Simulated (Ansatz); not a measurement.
# SiC (Moissanite, P6_3mc): zone-centre modes under pressure, part 2 of 2

Wanted: Grüneisen parameters and pressure coefficients of the modes of SiC (Moissanite, P6_3mc).

Ansatz 0.2.0; DFT LDA, scalar-relativistic, plane waves, PAW; PAW set soft_1.

So far, highest optical mode at the zone centre (no LO-TO term) (cm⁻¹): step 5 (zone-centre response at rest) 841.

## 6. Relaxation of a member: 1.06 times the volume at rest

The cell is set to 1.06 times the volume at rest, and shape and atoms relax at that volume.

input.yaml reads:

```yaml
crystal:
  lattice:
    - [3.1160195629, 0.0, 0.0]
    - [-1.5580097815, 2.6985521001, 0.0]
    - [0.0, 0.0, 5.1154982324]
  atoms:
    - { symbol: C, position: [0.3333333333, 0.6666666667, 0.3804304593] }
    - { symbol: C, position: [0.6666666667, 0.3333333333, 0.8804304593] }
    - { symbol: Si, position: [0.3333333333, 0.6666666667, 0.0045695407] }
    - { symbol: Si, position: [0.6666666667, 0.3333333333, 0.5045695407] }
kpoints:
  mp_grid: { grid: [12, 12, 6] }
hamiltonian:
  xc: lda
  pseudopotentials: { kind: paw, azcp: { folder: soft_1 }, xc_functional: pbe }
scf:
  occupations: { method: fixed }
output:
  forces: true
  stress: true
  eigenvalues: true
relax:
  adjacent_minimum: "off"
  f_tol: 0.001
  max_steps: 60
  cell: { stress_tol: 0.01, fix: [volume] }
```

Run with:

```console
$ ansatz run input.yaml --threads 4 --pin off --max-ram 16384MiB --backend cpu --events-out ev --progress --plain --runs-dir out
```

Numbers of over 12 decimals in the logs are rounded to 6 here.

The program printed:

```text
[...]
Crystal: 4 atoms, lattice volume = 43.015 Å³
Basis set: ecut = 420 eV, 833 PW (Γ)
Bands: 12, of which v1, the nominal top of the filled ones, is band 8 counted from 1 (7 counted from 0)
Symmetry: 12 space group operations
[...]
k-points: 76 of 864 (time reversal used)
[...]
--- Relaxed structure (4 steps of the walk, 4 accepted, 1 SCFs on fresh bases) ---
[...]
cell:  # Å, volume = 43.0149 Å³
    - [3.115860, 2.886615036572221e-11, 0]
    - [-1.557930, 2.698414, 0]
    - [0, 0, 5.116022]
  atoms:
    - { symbol: C, position: [0.333333, 0.666667, 0.380448] }
    - { symbol: C, position: [0.666667, 0.333333, 0.880448] }
    - { symbol: Si, position: [0.333333, 0.666667, 0.0045517] }
    - { symbol: Si, position: [0.666667, 0.333333, 0.504552] }
[key lines of the parts left out:]
SCF converged after 4 iterations
Free energy (F): -1704.305768 eV
Fermi energy:    8.904860 eV
P = ⅓ Tr σ = -12.0005 GPa (-120.005 kbar)
```

The job ended after 2.6 s (4 threads of Intel Xeon 6975P-C (Granite Rapids), shared host; peak memory 0.41 GiB; 9.5 s of CPU time).

Little changed from the start: no atom moved by 0.005 Å and no cell edge by 0.1 %.

This step gave:

- pressure: -12.00 GPa
- gap on the k-mesh: 2.232 eV
- volume per atom: 10.75 Å³

The largest force component left is 0.0080 meV/Å, at a pressure of -12.00 GPa.

## 7. Modes of this member: 1.06 times the volume at rest

The zone-centre modes follow for 1.06 times the volume at rest, with the response to a field.

input.yaml, the sections that differ from step 6:

```yaml
crystal:
  lattice:
    - [3.1158601144, 0.0, 0.0]
    - [-1.5579300572, 2.6984140137, 0.0]
    - [0.0, 0.0, 5.1160217984]
  atoms:
    - { symbol: C, position: [0.3333333333, 0.6666666667, 0.3804483041] }
    - { symbol: C, position: [0.6666666667, 0.3333333333, 0.8804483041] }
    - { symbol: Si, position: [0.3333333333, 0.6666666667, 0.0045516959] }
    - { symbol: Si, position: [0.6666666667, 0.3333333333, 0.5045516959] }
output:
  eigenvalues: true
phonons:
  method: dfpt
  dielectric: true
  rigid_motions: translations
# kpoints, hamiltonian, scf: as in step 6
# relax: removed
```

The program printed:

```text
[...]
Crystal: 4 atoms, lattice volume = 43.015 Å³
Basis set: ecut = 420 eV, 833 PW (Γ), exchange–correlation on 48×48×72 points (8 copies of the dense FFT grid, shifted against one another)
Bands: 12, of which v1, the nominal top of the filled ones, is band 8 counted from 1 (7 counted from 0)
Symmetry: 12 space group operations
k-points: 242 of 864 (irreducible under 2 space group operations, time reversal used)
[...]
SCF iter   1: F=—  HF=-1707.177738 eV  |F-HF|=—  |Δ(HF+E_count)|=         —  Δρ=1.30e-1  dr2=9.03e0  ethr=3.10e-3  ⟨swp⟩=4.2  Hψ=16912  notcnv=0  defer=420
[...]
SCF iter   9: F=-1704.305769 eV  HF=-1704.305769 eV  |F-HF|=1.82e-12  |Δ(HF+E_count)|=  3.15e-10  Δρ=8.89e-8  dr2=2.32e-12  ethr=1.00e-12  ⟨swp⟩=9.0  Hψ=21190  notcnv=0
SCF 1 converged in 9 iterations: F = -1704.305769 eV  dr2 = 2.32e-12
[...]
Bands: 9, of which v1, the nominal top of the filled ones, is band 8 counted from 1 (7 counted from 0)
k-points: 126 of 864 (irreducible under 4 space group operations, time reversal used)
[...]
Eigensolver: Dense (126 Hₖ)
SCF iter   1: F=—  HF=-1704.305275 eV  |F-HF|=—  |Δ(HF+E_count)|=         —  Δρ=1.32e-4  dr2=1.46e-6  ethr=1.00e-1
[...]
SCF iter   3: F=-1704.305276 eV  HF=-1704.305276 eV  |F-HF|=4.63e-8  |Δ(HF+E_count)|=   1.87e-7  Δρ=1.80e-5  dr2=7.43e-8  ethr=2.01e-9
SCF 1 converged in 3 iterations: F = -1704.305276 eV  dr2 = 7.43e-8
[...]
SCF converged after 9 iterations
Free energy (F): -1704.305769 eV
[...]
Internal energy: -1704.305769 eV  (E = F + TS)
E sigma→0 (E₀):  -1704.305769 eV
Fermi energy:    8.904861 eV
[...]
--- Band table (eV; the first three rows and the last of 242) ---
  k-point 0: bands = [... 4 lower, 7.6100, 8.7958, 8.9049, 8.9049, 13.3426, 14.6900, 15.2461, 15.2461]
  k-point 1: bands = [... 4 lower, 7.6843, 8.0686, 8.8032, 8.8032, 13.4650, 15.2277, 15.3016, 15.3016]
  k-point 2: bands = [... 4 lower, 7.8952, 7.8952, 8.5382, 8.5382, 13.8270, 15.1410, 15.5191, 15.5191]
  k-point 241: bands = [... 4 lower, 4.4063, 4.4063, 6.8822, 6.8822, 13.5274, 13.5274, 15.5223, 15.5223]
[...]
ASR residual: 5.004e-5 → 0.000e0 eV/Å²; symmetrization residual: 5.885e-7 eV/Å²
  ASR residual per site (eV/Å²): 5.00e-5 5.00e-5 1.10e-5 1.10e-5
[...]
ε∞ (high-frequency dielectric tensor):
        7.047851    -0.000000     0.000000
       -0.000000     7.047851     0.000000
        0.000000     0.000000     7.410052
  ε⁰ (static dielectric tensor: ions relaxed, cell fixed):
       10.441886    -0.000000     0.000000
       -0.000000    10.441886    -0.000000
        0.000000    -0.000000    11.633308
  ε⁰ − ε∞ (ionic part):
        3.394035    -0.000000     0.000000
       -0.000000     3.394035    -0.000000
        0.000000    -0.000000     4.223255
[...]
Born effective charges Z* (e; rows j = field, columns β = displacement):
    site 0:
        -2.64827    0.00000    0.00000
         0.00000   -2.64827   -0.00000
        -0.00000   -0.00000   -2.84025
    site 1:
        -2.64827    0.00000   -0.00000
         0.00000   -2.64827    0.00000
         0.00000   -0.00000   -2.84025
    site 2:
         2.64827   -0.00000   -0.00000
        -0.00000    2.64827    0.00000
         0.00000    0.00000    2.84025
    site 3:
         2.64827   -0.00000    0.00000
        -0.00000    2.64827   -0.00000
         0.00000   -0.00000    2.84025
  Z* charge neutrality: 1.400e-3 e pre-enforcement
  solved inside a basis spanned on kpoints, on 12×12×6 k-points, its susceptibility summed on 16×16×10: ε∞ is read to err by 2.2e-2, Z* by 1.1e-2 e (field_mesh: kpoints solves on kpoints); Z* is corrected for what the basis lacks
  optical modes at Γ without the LO–TO term, one row a degenerate level:
      ω (cm⁻¹)  modes    IR ((D/Å)²/amu)
        259.30      2             0.0000
        565.17      1             0.0000
        709.52      2             0.0000
        720.73      1            44.2437
        749.62      2            76.9295
        786.66      1             0.0000
  optical modes at Γ + LO–TO along q̂ = [1.0000, 0.0000, 0.0000]:
      ω (cm⁻¹)  modes    IR ((D/Å)²/amu)
        259.30      2             0.0000
        565.17      1             0.0000
        709.52      2             0.0000
        720.73      1            44.2437
        749.62      1            38.4647
        786.66      1             0.0000
        912.44      1            38.4647
  optical modes at Γ + LO–TO along q̂ = [0.0000, 1.0000, 0.0000]:
      ω (cm⁻¹)  modes    IR ((D/Å)²/amu)
        259.30      2             0.0000
        565.17      1             0.0000
        709.52      2             0.0000
        720.73      1            44.2437
        749.62      1            38.4647
        786.66      1             0.0000
        912.44      1            38.4647
  optical modes at Γ + LO–TO along q̂ = [0.0000, 0.0000, 1.0000]:
      ω (cm⁻¹)  modes    IR ((D/Å)²/amu)
        259.30      2             0.0000
        565.17      1             0.0000
        709.52      2             0.0000
        749.62      2            76.9295
        786.66      1             0.0000
        903.05      1            44.2437
```

Run time: 17 s. Hardware: 4 threads; peak memory 0.8 GiB.

Numbers from this step:

| Quantity | Value |
| --- | --- |
| sum-rule residual before enforcement | 5.00e-5 eV/Å² |
| miss of the charge sum rule | 0.001400 e |
| estimated error of the dielectric tensor | 0.02229 |
| estimated error of the Born charges | 0.01101 e |
| highest optical mode at the zone centre (no LO-TO term) | 786.7 cm⁻¹ |
| lowest optical zone-centre mode | 259.3 cm⁻¹ |
| mean high-frequency dielectric constant | 7.169 |
| largest Born charge (third of the trace) | -2.712 e |
| mean static dielectric constant | 10.84 |
| top of the zone-centre spectrum with the field | 912.4 cm⁻¹ |

Without the LO-TO term. Patterns of degenerate modes are one choice out of their space. Modes at Γ, with each element's share of the kinetic energy:

```tsv
mode	frequency (cm⁻¹)	symmetry	C %	Si %
1	0.0	acoustic	30	70
2	0.0	acoustic	30	70
3	0.0	acoustic	30	70
4	259.3	E2	26	74
5	259.3	E2	26	74
6	565.2	B1	1	99
7	709.5	E2	74	26
8	709.5	E2	74	26
9	720.7	A1	70	30
10	749.6	E1	70	30
11	749.6	E1	70	30
12	786.7	B1	99	1
```

Transverse modes. Infrared lines, with heights relative to the strongest:

```tsv
position (cm⁻¹)	label	relative intensity
259	E2	0.0
565	B1	0.0
710	E2	0.0
721	A1	58
750	E1	100
787	B1	0.0
```

Without the LO-TO term the lowest optical mode is real, 259 cm⁻¹, and the highest lies at 786.7 cm⁻¹.

Between step 5 and this run (volume ratio 1.06) the value for the highest optical mode at the zone centre (no LO-TO term) moves from 841 cm⁻¹ to 787 cm⁻¹ (-6 %).

## 8. Relaxation of a member: 0.9 times the volume at rest

The cell is set to 0.9 times the volume at rest, and shape and atoms relax at that volume.

input.yaml, the sections that differ from step 7:

```yaml
crystal:
  lattice:
    - [2.9516744123, 0.0, 0.0]
    - [-1.4758372062, 2.5562250247, 0.0]
    - [0.0, 0.0, 4.8404755788]
  atoms:
    - { symbol: C, position: [0.3333333333, 0.6666666667, 0.3803872372] }
    - { symbol: C, position: [0.6666666667, 0.3333333333, 0.8803872372] }
    - { symbol: Si, position: [0.3333333333, 0.6666666667, 0.0046127628] }
    - { symbol: Si, position: [0.6666666667, 0.3333333333, 0.5046127628] }
output:
  forces: true
  stress: true
  eigenvalues: true
relax:
  adjacent_minimum: "off"
  f_tol: 0.001
  max_steps: 60
  cell: { stress_tol: 0.01, fix: [volume] }
# kpoints, hamiltonian, scf: as in step 7
# phonons: removed
```

The program printed:

```text
[...]
Crystal: 4 atoms, lattice volume = 36.522 Å³
Basis set: ecut = 420 eV, 701 PW (Γ)
Bands: 12, of which v1, the nominal top of the filled ones, is band 8 counted from 1 (7 counted from 0)
Symmetry: 12 space group operations
[...]
k-points: 76 of 864 (time reversal used)
[...]
--- Relaxed structure (4 steps of the walk, 4 accepted, 1 SCFs on fresh bases) ---
[...]
cell:  # Å, volume = 36.5221 Å³
    - [2.951913, 2.8869932843207698e-11, 0]
    - [-1.475956, 2.556432, 0]
    - [0, 0, 4.839694]
  atoms:
    - { symbol: C, position: [0.333333, 0.666667, 0.380395] }
    - { symbol: C, position: [0.666667, 0.333333, 0.880395] }
    - { symbol: Si, position: [0.333333, 0.666667, 0.00460524] }
    - { symbol: Si, position: [0.666667, 0.333333, 0.504605] }
[key lines of the parts left out:]
SCF converged after 4 iterations
Free energy (F): -1704.055037 eV
Fermi energy:    11.047247 eV
P = ⅓ Tr σ = 29.7672 GPa (297.672 kbar)
```

Wall time 2.3 s (4 threads); peak memory 0.41 GiB.

Little changed from the start: no atom moved by 0.005 Å and no cell edge by 0.1 %.

This step gave:

```
pressure          : 29.77 GPa
gap on the k-mesh : 1.940 eV
volume per atom   : 9.131 Å³
```

The largest force component left is 0.074 meV/Å, at a pressure of 29.77 GPa.

## 9. Modes of this member: 0.9 times the volume at rest

The zone-centre modes follow for 0.9 times the volume at rest, with the response to a field.

input.yaml, the sections that differ from step 8:

```yaml
crystal:
  lattice:
    - [2.951912862, 0.0, 0.0]
    - [-1.475956431, 2.5564315282, 0.0]
    - [0.0, 0.0, 4.8396936021]
  atoms:
    - { symbol: C, position: [0.3333333333, 0.6666666667, 0.3803947596] }
    - { symbol: C, position: [0.6666666667, 0.3333333333, 0.8803947596] }
    - { symbol: Si, position: [0.3333333333, 0.6666666667, 0.0046052404] }
    - { symbol: Si, position: [0.6666666667, 0.3333333333, 0.5046052404] }
output:
  eigenvalues: true
phonons:
  method: dfpt
  dielectric: true
  rigid_motions: translations
# kpoints, hamiltonian, scf: as in step 8
# relax: removed
```

The program printed:

```text
[...]
Crystal: 4 atoms, lattice volume = 36.522 Å³
Basis set: ecut = 420 eV, 701 PW (Γ), exchange–correlation on 40×40×72 points (8 copies of the dense FFT grid, shifted against one another)
Bands: 12, of which v1, the nominal top of the filled ones, is band 8 counted from 1 (7 counted from 0)
Symmetry: 12 space group operations
k-points: 242 of 864 (irreducible under 2 space group operations, time reversal used)
[...]
optical modes at Γ + LO–TO along q̂ = [1.0000, 0.0000, 0.0000]:
      ω (cm⁻¹)  modes    IR ((D/Å)²/amu)
[...]
optical modes at Γ + LO–TO along q̂ = [0.0000, 1.0000, 0.0000]:
      ω (cm⁻¹)  modes    IR ((D/Å)²/amu)
[...]
optical modes at Γ + LO–TO along q̂ = [0.0000, 0.0000, 1.0000]:
      ω (cm⁻¹)  modes    IR ((D/Å)²/amu)
[...]
881.88      2             0.0000
        903.27      2            84.1252
        951.63      1             0.0000
       1078.10      1            48.8560
[key lines of the parts left out:]
SCF converged after 8 iterations
Free energy (F): -1704.055038 eV
Fermi energy:    11.047246 eV
```

Elapsed: 14 s, on 4 threads; peak memory 0.75 GiB.

This step gave:

| Quantity | Value |
| --- | --- |
| sum-rule residual before enforcement | 1.30e-4 eV/Å² |
| miss of the charge sum rule | 8.93e-4 e |
| estimated error of the dielectric tensor | 0.02117 |
| estimated error of the Born charges | 0.01147 e |
| highest optical mode at the zone centre (no LO-TO term) | 951.6 cm⁻¹ |
| lowest optical zone-centre mode | 251.0 cm⁻¹ |
| mean high-frequency dielectric constant | 6.790 |
| largest Born charge (third of the trace) | -2.841 e |
| mean static dielectric constant | 10.05 |
| top of the zone-centre spectrum with the field | 1088 cm⁻¹ |

Without the LO-TO term. Patterns of degenerate modes are one choice out of their space. Modes at Γ, with each element's share of the kinetic energy:

```tsv
mode	frequency (cm⁻¹)	symmetry	C %	Si %
1	0.0	acoustic	30	70
2	0.0	acoustic	30	70
3	0.0	acoustic	30	70
4	251.0	E2	27	73
5	251.0	E2	27	73
6	654.2	B1	1	99
7	870.0	A1	70	30
8	881.9	E2	73	27
9	881.9	E2	73	27
10	903.3	E1	70	30
11	903.3	E1	70	30
12	951.6	B1	99	1
```

Transverse modes. Infrared lines, with heights relative to the strongest:

```tsv
position (cm⁻¹)	label	relative intensity
251	E2	0.0
654	B1	0.0
870	A1	58
882	E2	0.0
903	E1	100
952	B1	0.0
```

Without the LO-TO term the lowest optical mode is real, 251 cm⁻¹, and the highest lies at 951.6 cm⁻¹.

For the highest optical mode at the zone centre (no LO-TO term), step 5 gave 841 cm⁻¹; this run, with volume ratio 0.9, gives 952 cm⁻¹ (+13 %).

## 10. The series together

The members are set side by side, also those not shown above.

Each row is one cell with its response, relaxed at fixed volume as far as symmetry leaves anything free; energies are extrapolated to zero smearing, and E0 is that at rest; the axis is the Cartesian z axis of the cell; shape and atoms are relaxed in each cell where symmetry leaves them free. State of the crystal along the series:

```tsv
volume ratio	V (Å³/atom)	pressure (GPa)	E - E0 (meV/atom)	first cell vector (Å)	third cell vector (Å)	gap on mesh (eV)	ε∞ along the axis	ε∞ across the axis, mean	ε0 along the axis	ε0 across the axis, mean	largest Born charge in size, a third of the trace (e)	top mode with the field, highest of q along x, y and z (cm⁻¹)
0.9	9.13	29.77	86.59	2.952	4.84	1.94	7.037	6.666	10.81	9.677	2.841	1088
0.92	9.333	22.59	53.52	2.973	4.876	1.98	7.073	6.706	10.9	9.768	2.825	1063
0.94	9.536	16.09	29.09	2.995	4.912	2.02	7.112	6.748	11	9.86	2.808	1039
0.96	9.739	10.2	12.5	3.015	4.947	2.058	7.154	6.793	11.09	9.954	2.792	1016
0.98	9.942	4.851	3.025	3.036	4.982	2.095	7.199	6.839	11.2	10.05	2.776	994
0.99	10.04	2.367	0.7506	3.046	4.999	2.113	7.222	6.863	11.25	10.1	2.768	983.1
1	10.14	0.001228	0	3.056	5.016	2.132	7.244	6.892	11.3	10.15	2.76	972.4
1.02	10.35	-4.397	2.828	3.076	5.05	2.166	7.298	6.939	11.41	10.24	2.744	951.8
1.04	10.55	-8.385	10.97	3.096	5.083	2.2	7.353	6.992	11.52	10.34	2.728	931.8
1.06	10.75	-12	23.91	3.116	5.116	2.232	7.41	7.048	11.63	10.44	2.712	912.4
```

Without the LO-TO term; each mode is tracked from rest by its pattern, and modes that stay within 0.3 cm⁻¹ of each other stand once; shape and atoms are relaxed in each cell where symmetry leaves them free. Optical modes along the series:

```tsv
V (Å³/atom)	mode 4 E2 (cm⁻¹)	mode 6 B1 (cm⁻¹)	mode 7 E2 (cm⁻¹)	mode 9 A1 (cm⁻¹)	mode 10 E1 (cm⁻¹)	mode 12 B1 (cm⁻¹)
9.13	251	654.2	881.9	870	903.3	951.6
9.333	252.9	643.4	857.2	848.6	881.1	927.4
9.536	254.6	632.5	833.5	828.1	859.9	904.3
9.739	256	621.5	810.7	808.4	839.5	882.2
9.942	257.1	610.5	788.9	789.5	820	861.1
10.04	257.6	604.9	778.3	780.3	810.6	851
10.14	258	599.3	767.9	771.3	801.3	841.1
10.35	258.6	588.1	747.7	753.8	783.4	822
10.55	259	576.7	728.2	736.9	766.1	803.9
10.75	259.3	565.2	709.5	720.7	749.6	786.7
```

From cubic fits (parabolas where under five rows exist) of ln ω and P against ln V through the rows within about 4 % of rest: γ = −d ln ω / d ln V and dω/dP = γ ω / B. Slopes at rest:

```tsv
mode	fitted frequency at rest (cm⁻¹)	Grüneisen parameter γ	dω/dP (cm⁻¹/GPa)
mode 4 E2	258	-0.15	-0.16
mode 6 B1	599.3	0.93	2.43
mode 7 E2	767.9	1.34	4.46
mode 9 A1	771.3	1.16	3.87
mode 10 E1	801.3	1.14	3.97
mode 12 B1	841.1	1.16	4.24
```

## 11. Results

```yaml
members: 10
highest_optical_mode_at_the_zone_centre_no_lo_to_term_at_rest: 841.1 cm⁻¹
bulk_modulus_at_rest: 231 GPa
mode_7_e2_gamma: 1.34
mode_9_a1_gamma: 1.16
mode_10_e1_gamma: 1.14
mode_12_b1_gamma: 1.16
```

What this shows: The series spans -12.0 to 29.8 GPa, and the slope at rest gives a bulk modulus of 231 GPa. Among the modes in the table of slopes γ runs from -0.15 (mode 4 E2) to 1.34 (mode 7 E2). A negative γ means that the mode softens under pressure. ε∞ along z is 7.24 at rest, with d ln ε∞ / d ln V = 0.34. One k mesh and one cutoff serve the ground states and modes of all volumes; the field response picks its own mesh. These are harmonic frequencies at zero temperature: anharmonic shifts, linewidths and thermal expansion are left out. The PAW files were made for PBE; the program adapts parts of them to the functional of the run, but their partial waves stay those of PBE, an approximation that was not tested in this session. Only the zone centre was solved, so an instability at another wavevector cannot show here.

[Logs are printed without paths, hosts, clocks, repeated set-up lines and the standing remarks that a program may print on its own settings, such as how far it seeks lower states.]

[Hosts, paths, dates, database ids (printed as entryN), source tags and the programs' standing remarks are cut or masked in the printed files.]
